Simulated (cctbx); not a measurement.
## What is wrong with this refinement?

Cell a = 8.9550 Å, b = 8.9550 Å, c = 8.9550 Å, α = 90.00°, β = 90.00°, γ = 90.00°; space group Im-3m (no. 229). The compound is Yb4V6RhPb6.

The data are simulated with cctbx, not measured: Mo Kα, λ = 0.71073 Å, to d = 0.65 Å, 80 % of the full sphere, strongest reflection 70000 counts, noise from counting, a 1.5 % proportional error and a noise floor of 8 counts (s.d.); no absorption.

An anisotropic refinement with weights 1/σ² prints:

```text
Rint 0.017, 162 unique reflections to 0.66 A
cycle     R1     wR2    GooF  max shift (A)
   1  0.1619  0.3438  57.226   0.00195
   2  0.1585  0.3118  51.899   0.00001
final R1 0.1585 wR2 0.3118 GooF 51.899  parameters 6  data/parameter 27.0
atom        x        y        z      Ueq    occ   su(xyz)  su(Uiso or U11)
Pb1    0.00000  0.00000  0.67762   0.0091  1.000  0.00041  0.0014
Yb1    0.25000  0.75000  0.25000   0.0031  1.000  0.00000  0.0012
Rh1    0.00000  0.00000  0.00000   0.0108  1.000  0.00000  0.0035
difference map: max 98.63 min -5.96 rms 4.21
Q1    0.0000  0.2500  0.5000   12   98.63  2.75 A from Pb1
Q2    0.2500  0.2500  0.2500    8   33.18  0.00 A from Yb1
Q3    0.0000  0.0000  0.3140   12   22.03  0.08 A from Pb1
Q4    0.0000  0.0000  0.0000    2   12.57  0.00 A from Rh1
Q5    0.0859  0.1966  0.1966   48    3.95  1.62 A from Yb1
Q6    0.1550  0.1550  0.1550   16    3.90  1.47 A from Yb1
```

**Question.** Can this result stand? If not, what is the likely fault?

Mend it. The fault: an atom left out, V at (0, 1/2, 1/4). Against the right model at the same level, R1 goes from 0.0030 to 0.1585 and GooF from 1.03 to 51.90 and the top difference peak, 98.6 e/Å³, lies 2.75 Å from Pb1. Q1 is the missing atom. With scattering power missing, scale and phases suffer, so peaks may also grow on the heavy atoms.

The compound is Yb4V6RhPb6. The right model at the same level gives:

```text
Rint 0.017, 162 unique reflections to 0.66 A
cycle     R1     wR2    GooF  max shift (A)
   1  0.0401  0.1130  18.924   0.00030
   2  0.0030  0.0062   1.031   0.00000
final R1 0.0030 wR2 0.0062 GooF 1.031  parameters 8  data/parameter 20.2
atom        x        y        z      Ueq    occ   su(xyz)  su(Uiso or U11)
Pb1    0.00000  0.00000  0.67781   0.0123  1.000  0.00001  0.0000
Yb1    0.25000  0.75000  0.25000   0.0058  1.000  0.00000  0.0000
Rh1    0.00000  0.00000  0.00000   0.0138  1.000  0.00000  0.0001
V1     0.00000  0.50000  0.25000   0.0177  1.000  0.00000  0.0001
difference map: max 0.43 min -0.57 rms 0.09
Q1    0.0000  0.0000  0.0850   12    0.43  0.76 A from Rh1
Q2    0.0000  0.0725  0.2219   48    0.33  1.11 A from Pb1
Q3    0.0000  0.2886  0.4605   48    0.29  0.49 A from V1
Q4    0.0000  0.3651  0.4227   48    0.25  1.24 A from V1
Q5    0.0740  0.0740  0.0740   16    0.25  1.15 A from Rh1
Q6    0.0000  0.2802  0.2802   24    0.25  1.99 A from V1
```

The model was made for the exercise: a known structure type with other elements put in, its volume estimated, not relaxed; displacement parameters are assumed.

[Middle refinement cycles are left out of these outputs.]

[Logs are printed without paths, hosts, clocks, repeated set-up lines and the standing remarks that a program may print on its own settings, such as how far it seeks lower states.]
